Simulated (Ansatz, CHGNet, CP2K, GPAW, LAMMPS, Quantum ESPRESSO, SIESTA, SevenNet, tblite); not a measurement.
# Running liquid Si0.5Ge0.5 at 2500 K (104 atoms) with SIESTA, part 2 of 2

Wanted: SIESTA inputs and outputs for liquid Si0.5Ge0.5 at 2500 K (104 atoms), checked against a plane-wave reference.

Program: SIESTA 5.4.2; the method stands at each step. Banners, paths, timers and routine set-up lines are dropped from the logs unmarked, and long logs keep their key lines alone; longer cuts are marked. The potentials were converted by us to PSML.

So far. Step 2 (PBE, DZP, shift 0.01 Ry, mesh 300 Ry): Forces lie 16 % from the reference's, at 0.29 times its CPU time (on 2 against 4 cores). Step 3 (PBE, SZ, shift 0.01 Ry, mesh 300 Ry): Against the first run (16 %), the force difference from the reference is 73 %, at 0.22 times the CPU time (on 1 against 2 cores), with 676 basis functions against 1612: the smaller basis costs accuracy.

### 4. PBE, DZ, shift 0.01 Ry, mesh 300 Ry

Method: Kohn-Sham DFT, PBE, PseudoDojo 0.4.1 norm-conserving pseudopotentials (converted to PSML), numerical atomic orbitals (DZ), diagonalisation.

The input, input.fdf:

```
SystemLabel cell
NumberOfAtoms 104
NumberOfSpecies 2
%block ChemicalSpeciesLabel
  1 14 Si
  2 32 Ge
%endblock ChemicalSpeciesLabel
LatticeConstant 1.0 Ang
%block LatticeVectors
  13.17580 0.00000 0.00000
  0.00000 13.17580 0.00000
  0.00000 0.00000 13.17580
%endblock LatticeVectors
PAO.BasisSize DZ
PAO.EnergyShift 0.01 Ry
XC.Functional GGA
XC.Authors PBE
MeshCutoff 300 Ry
%block kgrid_Monkhorst_Pack
  1 0 0 0.0
  0 1 0 0.0
  0 0 1 0.0
%endblock kgrid_Monkhorst_Pack
SolutionMethod diagon
OccupationFunction FD
ElectronicTemperature 580 K
SCF.Mixer.Method Pulay
SCF.Mixer.Weight 0.05
SCF.Mixer.History 8
SCF.Mix Hamiltonian
MaxSCFIterations 300
SCF.DM.Tolerance 1e-04
SCF.H.Tolerance 1.0e-3 eV
WriteForces T
Write.HirshfeldPop T
Write.VoronoiPop T
Write.DM F
Write.H F
XML.Write F
AtomicCoordinatesFormat Fractional
%block AtomicCoordinatesAndAtomicSpecies
[... 104 atom lines left out: the same atoms as in the first run ...]
%endblock AtomicCoordinatesAndAtomicSpecies
```

Launch:

```sh
$ OMP_NUM_THREADS=1 siesta < input.fdf > output.txt
```

The log of the run:

```text
Version         : 5.4.2
reinit: System Name:
reinit: System Label: cell
initatom: Reading input for the pseudopotentials and atomic orbitals ----------
Species number:   1 Atomic number:   14 Label: Si
Species number:   2 Atomic number:   32 Label: Ge
Ground state valence configuration (from tables):   3s02  3p02  3d00  4f00
Ground state valence configuration (from tables):   4s02  4p02  4d00  4f00
---- Processing specs for species: Si
GGA--PBE XC_GGA_X_PBE--XC_GGA_C_PBE pb
---- Processing specs for species: Ge
GGA--PBE XC_GGA_X_PBE--XC_GGA_C_PBE pb
Semicore shell(s) with 10 electrons included in the valence for Ge
Semicore shell(s): 3d
Ge pseudopotential only contains V_ls up to l=2 -- lmxkb reset.
Using PAO.SplitTailNorm
%block ChemicalSpeciesLabel
[... lines left out ...]
Total number of electrons:   936.000000
[... lines left out ...]
stepf: Fermi-Dirac step function
        iscf     Eharris(eV)        E_KS(eV)     FreeEng(eV)     dDmax    Ef(eV) dHmax(eV)
[... lines left out ...]
SCF Convergence by DM+H criterion
[... lines left out ...]
SCF cycle converged after 21 iterations
[... lines left out ...]
   Max    4.693783
[... lines left out ...]
   Max    4.693783    constrained
Stress tensor Voigt[x,y,z,yz,xz,xy] (kbar):      -57.57      -55.41      -55.55       12.19        1.29        2.40
[... lines left out ...]
siesta: DEna    =       265.303094
siesta: DUscf   =         6.841498
siesta: Ex      =    -31192.767892
siesta: Ec      =     -1897.625114
siesta: Exc     =    -33090.393006
siesta: Eharris =   -132198.086488
siesta: Etot    =   -132198.086489
siesta: FreeEng =   -132198.418648
siesta: Final energy (eV):
siesta:  Band Struct. =  -18403.434191
siesta:       Kinetic =   97590.096880
siesta:       Hartree =   53065.420386
siesta:         Exch. =  -31192.767892
siesta:         Corr. =   -1897.625114
siesta:   Exch.-corr. =  -33090.393006
siesta:  Ion-electron = -199219.193750
siesta:       Ion-ion =  -50544.016999
siesta:         Total = -132198.086489
siesta:         Fermi =      -3.858956
siesta: Stress tensor (static) (eV/Ang**3):
siesta:    -0.035932    0.001500    0.000807
siesta:     0.001500   -0.034586    0.007609
siesta:     0.000807    0.007609   -0.034674
siesta: Cell volume =       2287.341353 Ang**3
siesta: Pressure (static):
siesta:                Solid            Molecule  Units
siesta:           0.00038190          0.00047650  Ry/Bohr**3
siesta:           0.03506398          0.04375014  eV/Ang**3
siesta:          56.17869721         70.09545214  kBar
    Orbital volume contribution        =          54.376857 eV
    (Free)E + p_basis*V_orbitals       =     -132144.041791 eV
    (Free)Eharris+ p_basis*V_orbitals  =     -132144.041790 eV
Hirshfeld Atomic Populations:
Atom #   charge [q] valence [e]  Species
     1    -0.058367    4.058367  Si
     2    -0.013817    4.013817  Si
     3    -0.008192    4.008192  Si
[...]
53     0.035204   13.964796  Ge
    54     0.064166   13.935834  Ge
    55     0.019286   13.980714  Ge
[...]
--------------------
 Total    -0.000010
Voronoi Atomic Populations:
Atom #   charge [q] valence [e]  Species
[...]
51    -0.020064    4.020064  Si
    52    -0.038531    4.038531  Si
[...]
103    -0.001175   14.001175  Ge
   104    -0.002892   14.002892  Ge
--------------------
 Total    -0.000009
```

Wall time 3.7 min (1 thread of Arm Neoverse V2, shared host); peak memory 1.2 GiB.

Compared with the plane-wave run:

```
r.m.s. force component                  : 1.212 eV/Å
r.m.s. difference of force components   : 311.5 meV/Å
longest difference of force vectors     : 1066 meV/Å
force difference over r.m.s. force      : 31.66 %
slope of forces against the reference's : 1.208
correlation of force components         : 0.9811
pressure                                : 5.618 GPa
pressure difference                     : 4.486 GPa
```

This is a coarse setting, run to see what it loses.

Against the first run (16 %), the force difference from the reference is 32 %, at 0.36 times the CPU time (on 1 against 2 cores), with 1092 basis functions against 1612: the smaller basis costs accuracy.

### 5. Side by side

Differences are against the plane-wave reference, forces as r.m.s. over components; share is that over the reference's r.m.s. force, slope the least-squares factor from reference forces to these. Total energies of different programs have different zeros and aren't compared.

```csv
run,"Δ force, r.m.s. (meV/Å)",share (%),slope,Δ pressure (GPa),cores,CPU time,memory (GiB)
reference,-,-,-,-,4,36 min,6.7
"SIESTA PBE, DZP, shift 0.01 Ry, mesh 300 Ry",162,16.5,1.100,1.38,2,10 min,2.4
"SIESTA PBE, SZ, shift 0.01 Ry, mesh 300 Ry (coarse)",722,73.4,1.593,10.1,1,2.3 min,1
"SIESTA PBE, DZ, shift 0.01 Ry, mesh 300 Ry (coarse)",311,31.7,1.208,4.49,1,3.7 min,1.2
```

Rows marked coarse were listed beforehand as settings not expected to be converged; some can still land near the reference.

CPU time is summed over cores on a shared host, where runs went side by side, so it is rough. Symmetry, cutoffs, thresholds, outputs and thread counts weren't matched or tuned between programs; memory under MPI is the largest rank's times the ranks.

### 6. What came out

| Quantity | Value |
| --- | --- |
| nearest in forces | SIESTA PBE, DZP, shift 0.01 Ry, mesh 300 Ry, 16 % |
| its CPU time | 10 min |

In words: The PBE run in local orbitals, coarse settings apart, differs by 16 % (SIESTA PBE, DZP, shift 0.01 Ry, mesh 300 Ry); basis, grid and potentials can all enter. Runs with settings chosen to be coarse differ by 32 % (SIESTA PBE, DZ, shift 0.01 Ry, mesh 300 Ry) to 73 % (SIESTA PBE, SZ, shift 0.01 Ry, mesh 300 Ry), their programs' other errors included. Of the electronic-structure runs that take under half the reference's CPU time, SIESTA PBE, DZP, shift 0.01 Ry, mesh 300 Ry comes nearest, at 16 % in 10 min against 36 min. SIESTA PBE, SZ, shift 0.01 Ry, mesh 300 Ry stiffens the forces by a factor of 1.59 while following their directions (correlation 0.965); the slopes of the 3 SIESTA runs lie between 1.10 and 1.59. In pressure, SIESTA PBE, SZ, shift 0.01 Ry, mesh 300 Ry misses by +10.1 GPa, at the same functional. The reference's pressure holds the uncorrected Pulay stress of its 45 Ry basis, so small pressure differences, and their order, may be the reference's own error. The frame stands for 2500 K, but pressures are static and levels are smeared at 580 K, under the temperature of the frame, which matters where levels are partly filled. The network of bonds at the start is that of the classical potential that made the cell, and needn't be the one that DFT or experiment would give. The electronic-structure runs sample only Γ, in a cell whose shortest periodic width is 13 Å, which is coarse for a cell with partly filled levels.

[Also dropped from logs without a mark: logging warnings of Python, and SIESTA's first energy breakdown and zero terms.]

[Logs are printed without paths, hosts, clocks, repeated set-up lines and the standing remarks that a program may print on its own settings, such as how far it seeks lower states.]

[Hosts, paths, dates, database ids (printed as entryN), source tags and the programs' standing remarks are cut or masked in the printed files.]
